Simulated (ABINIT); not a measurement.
## SnO2 (Imma): bands and cutoff in G0W0 with ABINIT

What does each rung of G0W0 on SnO2 (Imma) cost, and what does it buy?

Main program and level: ABINIT 10.8.3; LDA and many-body steps on it, plane waves.

### Step 1. The structure

The structure is orthorhombic, space group Imma (No. 74). Conventional cell: a = 6.498 Å, b = 6.829 Å, c = 6.828 Å, α = 90.00°, β = 90.00°, γ = 90.00°. Sn has 6 O at 2.09 to 2.10 Å nearest. Nearest to Sn lie 6 O at 2.09 Å. Nearest to O lie 3 Sn at 2.09 to 2.10 Å. O has 3 Sn at 2.09 Å nearest. Farther neighbours and most contacts between anions are not listed.

The cell and positions are those that the Materials Project relaxed with its own functionals (PBE, PBE+U or r2SCAN), kept fixed. This is not the form that SnO2 usually takes at ambient conditions.

### Step 2. Empty states on the mesh, 2×2×2 mesh, 462 bands

This step: ABINIT 10.8.3; DFT, LDA, plane waves, norm-conserving pseudopotentials.

The sums over transitions need many empty states on a uniform mesh; this step solves for them.

The input, run.abi:

```
acell 3*1.0 Angstrom
rprim 
  -3.248897000000 3.414470000000 3.414021000000
  3.248897000000 -3.414470000000 3.414021000000
  3.248897000000 3.414470000000 -3.414021000000
ntypat 2
znucl 50 8
natom 12
typat 1 1 1 1 2 2 2 2 2 2 2 2
xred 
  0.996401000000 0.246401000000 0.750000000000
  0.003599000000 0.753599000000 0.250000000000
  0.500000000000 0.500000000000 0.500000000000
  0.500000000000 0.000000000000 0.000000000000
  0.193504000000 0.196226000000 0.502722000000
  0.697565000000 0.754060000000 0.943505000000
  0.193504000000 0.690782000000 0.997278000000
  0.310555000000 0.754060000000 0.556495000000
  0.689445000000 0.245940000000 0.443505000000
  0.302435000000 0.245940000000 0.056495000000
  0.806496000000 0.309218000000 0.002722000000
  0.806496000000 0.803774000000 0.497278000000
pp_dirpath "pseudos"
pseudos "Sn.upf, O.upf"
ecut 42
ngkpt 2 2 2
nshiftk 1
shiftk 0 0 0
kptopt 1
chksymbreak 0
iscf -2
irdden 1
istwfk *1
nband 462
nbdbuf 42
tolwfr 1e-09
nstep 60
prtvol 0
indata_prefix "in"
outdata_prefix "out"
tmpdata_prefix "tmp"
```

On the command line:

```sh
OMP_NUM_THREADS=1 mpirun -n 5 abinit run.abi > log
```

Numbers of over 12 decimals in the logs are rounded to 6 here.

Output:

```text
.Version 10.8.3 of ABINIT. v10.8.2 released Aug 2026.

 Symmetries : space group Im m a (# 74); Bravais oI (body-center ortho.)
[... echo of the input left out ...]
== DATASET  1 ==================================================================
-   mpi_nproc: 5, omp_nthreads: 1 (-1 if OMP is not activated)

--- !DatasetInfo
iteration_state: {dtset: 1, }
dimensions: {natom: 12, nkpt: 5, mband: 462, nsppol: 1, nspinor: 1, nspden: 1, mpw: 13326, }
cutoff_energies: {ecut:  42.0, pawecutdg:  -1.0, }
[...]
3.80734    3.81007    3.81458    3.81673    3.81760    3.82140    3.83120    3.83134
   3.85180    3.86410    3.86820    3.87007    3.87153    3.88801    3.88980    3.89633
   3.89689    3.89898    3.90156    3.91066    3.91947    3.93323
 prteigrs : prtvol=0 or 1, do not print more k-points.

== END DATASET(S) ==============================================================
================================================================================

 -outvars: echo values of variables after computation  --------
            nband         462
             nkpt           5
          spgroup          74
 [... the other variables as echoed above ...]

 Calculation completed.
```

Wall time 5.9 min (5 MPI ranks of AMD EPYC 9B45 (Zen 5), shared host); peak memory 1.1 GiB.

This step gave:

```yaml
gap: 0.4765 eV
k_of_the_valence_top: 0, 0, 0
k_of_the_conduction_bottom: 0, 0, 0
least_direct_gap: 0.4765 eV
k_points_computed: 5
lowest_point_of_the_top_converged_band_above_the_valence_top: 92.5138 eV
```

On this mesh the gap is 0.476 eV.

The density comes from a self-consistent run that is not shown.

### Step 3. Screening, 2×2×2 mesh, 137 bands, screening to 50.9 eV

The RPA dielectric matrix is built and inverted for each q.

This step: RPA screening on LDA, plane waves, norm-conserving pseudopotentials.

Edit run.abi of step 2 so:

```diff
@@ -30,10 +30,11 @@
 chksymbreak 0
-iscf -2
-irdden 1
 istwfk *1
-nband 462
-nbdbuf 42
-tolwfr 1e-09
-nstep 60
-prtvol 0
+occopt 1
+irdwfk 1
+optdriver 3
+nband 137
+ecuteps 1.87
+inclvkb 2
+awtr 1
+symchi 1
 indata_prefix "in"
@@ -41 +42,2 @@
 tmpdata_prefix "tmp"
+fftgw 31
```

On the command line:

```sh
OMP_NUM_THREADS=1 mpirun -n 8 abinit run.abi > log
```

Output:

```text
.Version 10.8.3 of ABINIT. v10.8.2 released Aug 2026.

 Symmetries : space group Im m a (# 74); Bravais oI (body-center ortho.)
[... echo of the input left out ...]
== DATASET  1 ==================================================================
-   mpi_nproc: 8, omp_nthreads: 1 (-1 if OMP is not activated)

--- !DatasetInfo
iteration_state: {dtset: 1, }
dimensions: {natom: 12, nkpt: 5, mband: 137, nsppol: 1, nspinor: 1, nspden: 1, mpw: 13326, }
cutoff_energies: {ecut:  42.0, pawecutdg:  -1.0, }
electrons: {nelect:   1.36000000E+02, charge:   0.00000000E+00, occopt:   1.00000000E+00, tsmear:   1.00000000E-02, }

 SCREENING: Calculation of the susceptibility and dielectric matrices

 Based on a program developped by R.W. Godby, V. Olevano, G. Onida, and L. Reining.
 Incorporated in ABINIT by V. Olevano, G.-M. Rignanese, and M. Torrent.
.Using double precision arithmetic ; gwpc =  8

[... cell and pseudopotentials left out ...]
--------------------------------------------------------------------------------

 ==== K-mesh for the wavefunctions ====
 Number of points in the irreducible wedge :     5
[... list of points left out ...]
 Together with  8 symmetry operations and time-reversal symmetry
 yields     8 points in the full Brillouin Zone.

 ==== Q-mesh for the screening function ====
 Number of points in the irreducible wedge :     5
[... list of points left out ...]
 Together with  8 symmetry operations and time-reversal symmetry
 yields     8 points in the full Brillouin Zone.

 setmesh: FFT mesh size selected  =    54x   54x   54
          total number of points  =       157464

 vcoul_init : cutoff-mode = AUXILIARY_FUNCTION
 q-points for optical limit:   1
     1)      0.000010    0.000020    0.000030

- screening: taking advantage of time-reversal symmetry
- Maximum band index for partially occupied states nbvw = 68
- Remaining bands to be divided among processors   nbcw = 69
- Number of bands treated by each node ~8

 Number of electrons calculated from density =  136.0000; Expected =  136.0000
 average of density, n =  0.133032
 r_s =    1.2152
 omega_plasma =   35.1831 [eV]

 calculating chi0 at frequencies [eV] :
  1    0.000000E+00    0.000000E+00
  2    0.000000E+00    3.518309E+01

--------------------------------------------------------------------------------
  q-point number  1        q = ( 0.000000, 0.000000, 0.000000) [r.l.u.]
--------------------------------------------------------------------------------
[... chi0 elements left out ...]
 For q-point:  0.000010 0.000020 0.000030
  dielectric constant =   8.8819
  dielectric constant without local fields =   9.0029

  Average fulfillment of the sum rule on Im[epsilon] for q-point    1 :     26.20  [%]
[... wings left out ...]
  q-point number  2        q = ( 0.500000, 0.000000, 0.000000) [r.l.u.]
--------------------------------------------------------------------------------
[... chi0 elements left out ...]
  Average fulfillment of the sum rule on Im[epsilon] for q-point    2 :     30.61  [%]

 [... 3 further q-points ...]
```

Elapsed: 51 s, on 8 MPI ranks; peak memory 9.5 GiB.

This step gave:

```
ε∞ with local fields, on this mesh, along the program's q direction : 8.882
the same without local fields                                       : 9.003
plasma frequency                                                    : 35.18 eV
plane waves in the screening matrix                                 : 135
```

Local fields lower ε∞ by 1 %. On a Γ-centred mesh this coarse the value itself is usually too large, while a short band sum pulls it down.

### Step 4. 137 bands, 50.9 eV

The self-energy is evaluated for the states that the input lists, and the levels follow from it, in one-shot runs by the linearised quasiparticle equation.

This step: G0W0 on LDA, plane waves, norm-conserving pseudopotentials.

Edit run.abi of step 3 so:

```diff
@@ -33,8 +33,23 @@
 irdwfk 1
-optdriver 3
+optdriver 4
 nband 137
+gwcalctyp 0
+ecutsigx 42
+symsigma 1
+nkptgw 5
+kptgw 
+  0.0000000000 0.0000000000 0.0000000000
+  0.5000000000 0.0000000000 0.0000000000
+  0.0000000000 0.5000000000 0.0000000000
+  0.5000000000 0.5000000000 0.0000000000
+  0.5000000000 0.5000000000 0.5000000000
+bdgw 
+  67 70
+  67 70
+  67 70
+  67 70
+  67 70
 ecuteps 1.87
-inclvkb 2
-awtr 1
-symchi 1
+irdscr 1
+ppmodel 1
 indata_prefix "in"
```

Output:

```text
.Version 10.8.3 of ABINIT. v10.8.2 released Aug 2026.

 Symmetries : space group Im m a (# 74); Bravais oI (body-center ortho.)
[... echo of the input left out ...]
== DATASET  1 ==================================================================
-   mpi_nproc: 8, omp_nthreads: 1 (-1 if OMP is not activated)

--- !DatasetInfo
iteration_state: {dtset: 1, }
dimensions: {natom: 12, nkpt: 5, mband: 137, nsppol: 1, nspinor: 1, nspden: 1, mpw: 13326, }
cutoff_energies: {ecut:  42.0, pawecutdg:  -1.0, }
electrons: {nelect:   1.36000000E+02, charge:   0.00000000E+00, occopt:   1.00000000E+00, tsmear:   1.00000000E-02, }

 SIGMA: Calculation of the GW corrections

 Based on a program developped by R.W. Godby, V. Olevano, G. Onida, and L. Reining.
 Incorporated in ABINIT by V. Olevano, G.-M. Rignanese, and M. Torrent.
.Using double precision arithmetic ; gwpc =  8

[... cell and pseudopotentials left out ...]
--------------------------------------------------------------------------------

 ==== K-mesh for the wavefunctions ====
 Number of points in the irreducible wedge :     5
[... list of points left out ...]
 Together with  8 symmetry operations and time-reversal symmetry
 yields     8 points in the full Brillouin Zone.

 ==== Q-mesh for screening function ====
 Number of points in the irreducible wedge :     5
[... list of points left out ...]
 Together with  8 symmetry operations and time-reversal symmetry
 yields     8 points in the full Brillouin Zone.

 vcoul_init : cutoff-mode = AUXILIARY_FUNCTION
 q-points for optical limit:   1
     1)      0.000010    0.000020    0.000030
 setmesh: FFT mesh size selected  =    54x   54x   54
          total number of points  =       157464

 Number of electrons calculated from density =  136.0000; Expected =  136.0000
 average of density, n =  0.133032
 r_s =    1.2152
 omega_plasma =   35.1831 [eV]

 === KS Band Gaps ===
  >>>> For spin  1
   Minimum direct gap =   0.4766 [eV], located at k-point      :   0.0000  0.0000  0.0000
   Fundamental gap    =   0.4766 [eV], Top of valence bands at :   0.0000  0.0000  0.0000
                                       Bottom of conduction at :   0.0000  0.0000  0.0000
 SIGMA fundamental parameters:
 PLASMON POLE MODEL  1
 number of plane-waves for SigmaX                13177
 number of plane-waves for SigmaC and W            135
 number of plane-waves for wavefunctions         13177
 number of bands                                   137
 number of independent spin polarizations            1
 number of spinorial components                      1
 number of k-points in IBZ                           5
 number of q-points in IBZ                           5
 number of symmetry operations                       8
 number of k-points in BZ                            8
 number of q-points in BZ                            8
 number of frequencies for dSigma/dE                 9
 frequency step for dSigma/dE [eV]                0.25
 number of omega for Sigma on real axis              0
 max omega for Sigma on real axis  [eV]           0.00
 zcut for avoiding poles [eV]                     0.10

 EPSILON^-1 parameters (SCR file):
 dimension of the eps^-1 matrix on file            135
 dimension of the eps^-1 matrix used               135
 number of plane-waves for wavefunctions         13177
 number of bands                                   137
 number of q-points in IBZ                           5
 number of frequencies                               2
 number of real frequencies                          1
 number of imag frequencies                          1

 matrix elements of self-energy operator (all in [eV])

 Perturbative Calculation

--- !SelfEnergy_ee
iteration_state: {dtset: 1, }
kpoint     : [   0.000,    0.000,    0.000, ]
spin       : 1
KS_gap     :    0.477
QP_gap     :    2.122
Delta_QP_KS:    1.646
data: !SigmaeeData |
     Band     E0 <VxcDFT>   SigX SigC(E0)      Z dSigC/dE  Sig(E)    E-E0       E
       67   4.962 -19.559 -24.966   5.385   0.778  -0.286 -19.576  -0.016   4.946
       68   5.693 -19.967 -25.601   5.554   0.778  -0.286 -20.029  -0.063   5.631
       69   6.170 -16.901 -12.551  -2.462   0.839  -0.192 -15.318   1.583   7.753
       70   9.784 -17.383 -11.966  -2.786   0.834  -0.199 -15.189   2.194  11.977

--- !SelfEnergy_ee
iteration_state: {dtset: 1, }
kpoint     : [   0.500,    0.000,    0.000, ]
spin       : 1
KS_gap     :    4.278
QP_gap     :    6.253
Delta_QP_KS:    1.975
data: !SigmaeeData |
     Band     E0 <VxcDFT>   SigX SigC(E0)      Z dSigC/dE  Sig(E)    E-E0       E
       67   5.081 -19.517 -24.905   5.345   0.778  -0.285 -19.551  -0.033   5.048
       68   5.086 -19.541 -24.922   5.342   0.777  -0.287 -19.571  -0.030   5.056
[...]
--- !SelfEnergy_ee
iteration_state: {dtset: 1, }
kpoint     : [   0.000,    0.500,    0.000, ]
spin       : 1
KS_gap     :    4.257
QP_gap     :    6.373
Delta_QP_KS:    2.116
data: !SigmaeeData |
     Band     E0 <VxcDFT>   SigX SigC(E0)      Z dSigC/dE  Sig(E)    E-E0       E
[...]
--- !SelfEnergy_ee
iteration_state: {dtset: 1, }
kpoint     : [   0.500,    0.500,    0.000, ]
spin       : 1
KS_gap     :    4.275
QP_gap     :    6.404
Delta_QP_KS:    2.129
data: !SigmaeeData |
     Band     E0 <VxcDFT>   SigX SigC(E0)      Z dSigC/dE  Sig(E)    E-E0       E
[...]
--- !SelfEnergy_ee
iteration_state: {dtset: 1, }
kpoint     : [   0.500,    0.500,    0.500, ]
spin       : 1
KS_gap     :    4.877
QP_gap     :    7.166
Delta_QP_KS:    2.288
data: !SigmaeeData |
     Band     E0 <VxcDFT>   SigX SigC(E0)      Z dSigC/dE  Sig(E)    E-E0       E
[...]
68   4.841 -19.161 -24.956   5.572   0.776  -0.288 -19.335  -0.174   4.668
       69   9.719 -18.452 -13.250  -2.632   0.823  -0.215 -16.337   2.115  11.834
       70   9.720 -18.454 -13.250  -2.632   0.823  -0.215 -16.338   2.117  11.836

 New Fermi energy :        2.459186E-01 Ha ,    6.691786E+00 eV

 === QP Band Gaps ===
  >>>> For spin  1
   Minimum direct gap =   2.1223 [eV], located at k-point      :   0.0000  0.0000  0.0000
   Fundamental gap    =   2.1223 [eV], Top of valence bands at :   0.0000  0.0000  0.0000
                                       Bottom of conduction at :   0.0000  0.0000  0.0000

== END DATASET(S) ==============================================================
================================================================================

 -outvars: echo values of variables after computation  --------
           etotal      0.0000000000E+00
            nband         137
             nkpt           5
          spgroup          74
 [... the other variables as echoed above ...]

 Calculation completed.
```

The job ended after 7.1 s (8 MPI ranks; peak memory 3.4 GiB; 55 s of CPU time).

This step gave:

| Property | Result |
| --- | --- |
| G0W0 gap on the mesh | 2.122 eV |
| starting gap on the mesh | 0.4765 eV |
| k of the valence top | 0, 0, 0 |
| k of the conduction bottom | 0, 0, 0 |
| Z at the valence top | 0.778 |
| Z at the conduction bottom | 0.839 |
| least direct G0W0 gap on the computed points | 2.122 eV |

The gap on the mesh goes from 0.48 eV to 2.12 eV, a correction of +1.65 eV.

### Step 5. Screening, 2×2×2 mesh, 174 bands, screening to 67.5 eV

This step: RPA screening on LDA, plane waves, norm-conserving pseudopotentials.

Edit run.abi of step 4 so:

```diff
@@ -33,23 +33,8 @@
 irdwfk 1
-optdriver 4
-nband 137
-gwcalctyp 0
-ecutsigx 42
-symsigma 1
-nkptgw 5
-kptgw 
-  0.0000000000 0.0000000000 0.0000000000
-  0.5000000000 0.0000000000 0.0000000000
-  0.0000000000 0.5000000000 0.0000000000
-  0.5000000000 0.5000000000 0.0000000000
-  0.5000000000 0.5000000000 0.5000000000
-bdgw 
-  67 70
-  67 70
-  67 70
-  67 70
-  67 70
-ecuteps 1.87
-irdscr 1
-ppmodel 1
+optdriver 3
+nband 174
+ecuteps 2.48
+inclvkb 2
+awtr 1
+symchi 1
 indata_prefix "in"
```

Output:

```text
.Version 10.8.3 of ABINIT. v10.8.2 released Aug 2026.

 Symmetries : space group Im m a (# 74); Bravais oI (body-center ortho.)
[... echo of the input left out ...]
== DATASET  1 ==================================================================
-   mpi_nproc: 8, omp_nthreads: 1 (-1 if OMP is not activated)

--- !DatasetInfo
iteration_state: {dtset: 1, }
dimensions: {natom: 12, nkpt: 5, mband: 174, nsppol: 1, nspinor: 1, nspden: 1, mpw: 13326, }
cutoff_energies: {ecut:  42.0, pawecutdg:  -1.0, }
electrons: {nelect:   1.36000000E+02, charge:   0.00000000E+00, occopt:   1.00000000E+00, tsmear:   1.00000000E-02, }

 SCREENING: Calculation of the susceptibility and dielectric matrices

 Based on a program developped by R.W. Godby, V. Olevano, G. Onida, and L. Reining.
 Incorporated in ABINIT by V. Olevano, G.-M. Rignanese, and M. Torrent.
.Using double precision arithmetic ; gwpc =  8

[... cell and pseudopotentials left out ...]
--------------------------------------------------------------------------------

 ==== K-mesh for the wavefunctions ====
 Number of points in the irreducible wedge :     5
[... list of points left out ...]
 Together with  8 symmetry operations and time-reversal symmetry
 yields     8 points in the full Brillouin Zone.

 ==== Q-mesh for the screening function ====
 Number of points in the irreducible wedge :     5
[... list of points left out ...]
 Together with  8 symmetry operations and time-reversal symmetry
 yields     8 points in the full Brillouin Zone.

 setmesh: FFT mesh size selected  =    54x   54x   54
          total number of points  =       157464

 vcoul_init : cutoff-mode = AUXILIARY_FUNCTION
 q-points for optical limit:   1
     1)      0.000010    0.000020    0.000030

- screening: taking advantage of time-reversal symmetry
- Maximum band index for partially occupied states nbvw = 68
- Remaining bands to be divided among processors   nbcw = 106
- Number of bands treated by each node ~13

 Number of electrons calculated from density =  136.0000; Expected =  136.0000
 average of density, n =  0.133032
 r_s =    1.2152
 omega_plasma =   35.1831 [eV]

 calculating chi0 at frequencies [eV] :
  1    0.000000E+00    0.000000E+00
  2    0.000000E+00    3.518309E+01

--------------------------------------------------------------------------------
  q-point number  1        q = ( 0.000000, 0.000000, 0.000000) [r.l.u.]
--------------------------------------------------------------------------------
[... chi0 elements left out ...]
 For q-point:  0.000010 0.000020 0.000030
  dielectric constant =   8.9108
  dielectric constant without local fields =   9.0690

  Average fulfillment of the sum rule on Im[epsilon] for q-point    1 :     36.09  [%]
[... wings left out ...]
  q-point number  2        q = ( 0.500000, 0.000000, 0.000000) [r.l.u.]
--------------------------------------------------------------------------------
[... chi0 elements left out ...]
  Average fulfillment of the sum rule on Im[epsilon] for q-point    2 :     40.73  [%]

 [... 3 further q-points ...]
```

Elapsed: 77 s, on 8 MPI ranks; peak memory 10 GiB.

This step gave:

- ε∞ with local fields, on this mesh, along the program's q direction: 8.911
- the same without local fields: 9.069
- plasma frequency: 35.18 eV
- plane waves in the screening matrix: 193

(Continued in part 2 of 2.)

[Paths, hosts, dates, memory and timing lines, banners, echoed tables and standing remarks are left out of the program output.]

[Logs are printed without paths, hosts, clocks, repeated set-up lines and the standing remarks that a program may print on its own settings, such as how far it seeks lower states.]

[Runs of the session that timed out or met a known fault of the program may be left out.]

[Hosts, paths, dates, database ids (printed as entryN), source tags and the programs' standing remarks are cut or masked in the printed files.]

[G0W0 gaps are taken among the corrected bands and points alone; a level outside them can change the order at an edge.]

[Where Ansatz stands beside ABINIT at settings called matched, ABINIT's density can come from a denser mesh and the files from another edition; pairs whose starting gaps differed by over 0.03 eV were left out, so agreement reads better than it is.]
